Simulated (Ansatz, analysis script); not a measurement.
# CrBr2: E(q) by the generalised Bloch theorem, part 2 of 2

Does a spiral lie below the collinear start of CrBr2, and how stiff are the moments?

Ansatz 0.2.0; PBEsol with U = 3.5 eV on Cr d (ortho-atomic projectors), PAW set soft_1 (files made for PBE).

So far. Step 3 (q = (0, 0, 0)): The largest moment is 3.59 μB, against 3.59 μB in the collinear run. Step 4 (q = (-0.75, -0.25, 0)): The energy of the cell lies 0.103 meV above that at q = 0, and the largest moment is 3.58 μB against 3.59 μB.

### 5. q = (-0.5, -0.5, 0)

Level of this step: Ansatz DFT, spin spiral by the generalised Bloch theorem, no spin-orbit coupling; PBEsol+U, PAW set soft_1; PAW set soft_1 (Ansatz).

Input file input.yaml:

```yaml
crystal:
  lattice:
    - [3.744669, -1.831055, 0.0]
    - [3.744669, 1.831055, 0.0]
    - [-0.726847, 0.0, 6.465946]
  atoms:
    - { symbol: Cr, position: [0.0, 0.0, 0.0], spin: 3.59, spin_axis: [1.0, 0.0, 0.0] }
    - { symbol: Br, position: [0.645774, 0.645774, 0.233228] }
    - { symbol: Br, position: [0.354226, 0.354226, 0.766772] }
kpoints:
  mp_grid: { grid: [8, 8, 4] }
hamiltonian:
  xc: pbesol
  hubbard:
    projectors: ortho-atomic
    sites: [{ species: Cr, l: d, u_eff: 3.5 }]
  pseudopotentials: { kind: paw, azcp: { folder: soft_1 }, xc_functional: pbe }
scf:
  occupations: { method: fermi_dirac, width: 0.05 }
  max_iter: 120
  convergence: { dr2_threshold: 1.0e-08 }
basis:
  ecutwfc: 420.0
magnetization:
  noncollinear: true
  spin_spiral: { q: [-0.5, -0.5, 0.0] }
checkpoint:
  read: start
```

Started as:

```console
> ansatz run input.yaml --threads 1 --pin off --max-ram 2816MiB --backend cpu --events-out ev --progress --plain --runs-dir out
```

Numbers of over 12 decimals in the logs are rounded to 6 here.

The log of the run:

```text
[...]
Crystal: 3 atoms, lattice volume = 88.670 Å³
Basis set: ecut = 420 eV, 1723 PW (Γ)
Bands: 36, of which v1, the nominal top of the filled ones, is band 28 counted from 1 (27 counted from 0)
Symmetry: 1 space group operations
k-points: 256
[...]
SCF iter   7: F=-8822.663875 eV  HF=-8822.663875 eV  |F-HF|=1.10e-9  |Δ(HF+E_count)|=   4.09e-8  Δρ=1.66e-6  dr2=1.51e-9  dr2_m=6.15e-10  ethr=3.57e-11  |M|=3.69e0 ∫|m|=4.33e0 μB  |m|>n=0.0e0 m-floor=0.0e0 τ_xc=1.8e-2 mc-row=0.0e0  ⟨swp⟩=1.0  Hψ=26364  notcnv=0
SCF 1 converged in 7 iterations: F = -8822.663875 eV  dr2 = 1.51e-9
[...]
SCF converged after 7 iterations
Magnetization: |M| = 3.6940 μB,  M = (+3.6940, -0.0000, -0.0000) μB
Absolute magnetization: 4.3255 μB (∫|m|, with the PAW one-centre terms)
  site 0: m = (+3.5856, -0.0000, -0.0000) μB, |m| = 3.5856 μB  (R = 1.05 Å)
  site 1: m = (-0.0450, -0.0586, +0.0000) μB, |m| = 0.0739 μB  (R = 1.05 Å)
  site 2: m = (-0.0450, +0.0586, -0.0000) μB, |m| = 0.0739 μB  (R = 1.05 Å)
Free energy (F): -8822.663875 eV
[...]
Internal energy: -8822.663875 eV  (E = F + TS)
E sigma→0 (E₀):  -8822.663875 eV
Fermi energy:    4.185713 eV
[...]
```

The job ended after 3.7 min (1 thread of Arm Neoverse V2, shared host; peak memory 2 GiB).

The energy of the cell lies 4.00 meV below that at q = 0, and the largest moment is 3.59 μB against 3.59 μB.

### 6. q = (-0.25, -0.25, 0)

input.yaml: that of step 5 with these lines changed.

```diff
@@ -25,3 +25,3 @@
   noncollinear: true
-  spin_spiral: { q: [-0.5, -0.5, 0.0] }
+  spin_spiral: { q: [-0.25, -0.25, 0.0] }
 checkpoint:
```

The log of the run:

```text
[...]
Crystal: 3 atoms, lattice volume = 88.670 Å³
Basis set: ecut = 420 eV, 1723 PW (Γ)
Bands: 36, of which v1, the nominal top of the filled ones, is band 28 counted from 1 (27 counted from 0)
Symmetry: 1 space group operations
k-points: 256
[...]
SCF iter   7: F=-8822.661628 eV  HF=-8822.661628 eV  |F-HF|=6.55e-10  |Δ(HF+E_count)|=   2.36e-8  Δρ=1.12e-6  dr2=7.63e-10  dr2_m=2.62e-10  ethr=3.19e-11  |M|=3.91e0 ∫|m|=4.34e0 μB  |m|>n=0.0e0 m-floor=0.0e0 τ_xc=1.5e-2 mc-row=0.0e0  ⟨swp⟩=3.0  Hψ=19888  notcnv=0
SCF 1 converged in 7 iterations: F = -8822.661628 eV  dr2 = 7.63e-10
[...]
SCF converged after 7 iterations
Magnetization: |M| = 3.9083 μB,  M = (+3.9083, +0.0000, +0.0000) μB
Absolute magnetization: 4.3385 μB (∫|m|, with the PAW one-centre terms)
  site 0: m = (+3.5877, +0.0000, +0.0000) μB, |m| = 3.5877 μB  (R = 1.05 Å)
  site 1: m = (-0.0559, -0.0361, -0.0000) μB, |m| = 0.0666 μB  (R = 1.05 Å)
  site 2: m = (-0.0559, +0.0361, -0.0000) μB, |m| = 0.0666 μB  (R = 1.05 Å)
Free energy (F): -8822.661628 eV
[...]
Internal energy: -8822.661628 eV  (E = F + TS)
E sigma→0 (E₀):  -8822.661628 eV
Fermi energy:    4.239200 eV
[...]
```

Wall time 3.7 min (1 thread); peak memory 1.9 GiB.

The energy of the cell lies 1.76 meV below that at q = 0, and the largest moment is 3.59 μB against 3.59 μB.

### 7. q = (0, 0, 0.5)

input.yaml: that of step 6 with these lines changed.

```diff
@@ -25,3 +25,3 @@
   noncollinear: true
-  spin_spiral: { q: [-0.25, -0.25, 0.0] }
+  spin_spiral: { q: [0.0, 0.0, 0.5] }
 checkpoint:
```

The log of the run:

```text
[...]
Crystal: 3 atoms, lattice volume = 88.670 Å³
Basis set: ecut = 420 eV, 1723 PW (Γ)
Bands: 36, of which v1, the nominal top of the filled ones, is band 28 counted from 1 (27 counted from 0)
Symmetry: 1 space group operations
k-points: 256
[...]
SCF iter   7: F=-8822.659842 eV  HF=-8822.659842 eV  |F-HF|=4.15e-10  |Δ(HF+E_count)|=   2.72e-8  Δρ=1.45e-6  dr2=1.32e-9  dr2_m=5.40e-10  ethr=3.57e-11  |M|=3.94e0 ∫|m|=4.34e0 μB  |m|>n=0.0e0 m-floor=0.0e0 τ_xc=1.2e-2 mc-row=0.0e0  ⟨swp⟩=1.8  Hψ=24692  notcnv=0
SCF 1 converged in 7 iterations: F = -8822.659842 eV  dr2 = 1.32e-9
[...]
SCF converged after 7 iterations
Magnetization: |M| = 3.9373 μB,  M = (+3.9373, +0.0000, +0.0000) μB
Absolute magnetization: 4.3393 μB (∫|m|, with the PAW one-centre terms)
  site 0: m = (+3.5907, +0.0000, +0.0000) μB, |m| = 3.5907 μB  (R = 1.05 Å)
  site 1: m = (-0.0425, +0.0382, -0.0000) μB, |m| = 0.0571 μB  (R = 1.05 Å)
  site 2: m = (-0.0425, -0.0382, -0.0000) μB, |m| = 0.0571 μB  (R = 1.05 Å)
Free energy (F): -8822.659842 eV
[...]
Internal energy: -8822.659842 eV  (E = F + TS)
E sigma→0 (E₀):  -8822.659842 eV
Fermi energy:    4.334049 eV
[...]
```

Wall time 3.8 min (1 thread); peak memory 1.9 GiB.

The energy of the cell lies 0.029 meV above that at q = 0, and the largest moment is 3.59 μB against 3.59 μB.

The other 2 runs of this kind were made alike; their results stand in the table below.

### 8. The spirals together

```
q (reciprocal lattice)  path length (1/Å)  E(q) − E(0) (meV a magnetic atom)  |m| Cr no. 1 (μB)
             (0, 0, 0)              0.000                               0.00               3.59
      (-0.25, 0.25, 0)              0.858                               0.10               3.58
          (-0.5, 0, 0)              1.280                              -0.25               3.58
     (-0.75, -0.25, 0)              1.702                               0.10               3.58
       (-0.5, -0.5, 0)              2.560                              -4.00               3.59
     (-0.25, -0.25, 0)              2.982                              -1.76               3.59
             (0, 0, 0)              3.404                               0.00               3.59
           (0, 0, 0.5)              3.890                               0.03               3.59
```

### 9. Outcome

- lowest point of the path: q = (-0.5, -0.5, 0), -4.00 meV a magnetic atom from q = 0
- highest point: 0.103 meV a magnetic atom

In words: The state at q = (-0.5, -0.5, 0) lies 4.00 meV a magnetic atom below the ferromagnetic start, so that start is not the lowest state; a flat spiral with q made of halves, on one magnetic atom a cell, is a collinear order of a doubled cell. The moments change by at most 1 % from their size at q = 0, so they are well localised. No spin model is given, since the independent points are too few for the number of shells that the script fitted. The 7 spiral runs took 24 min of wall time, added up.

[Logs and program files are shortened in this print: banners, set-up blocks, solver, clock and traceback lines can be left out without a mark of their own.]

[Logs are printed without paths, hosts, clocks, repeated set-up lines and the standing remarks that a program may print on its own settings, such as how far it seeks lower states.]

[Hosts, paths, dates, database ids (printed as entryN), source tags and the programs' standing remarks are cut or masked in the printed files.]
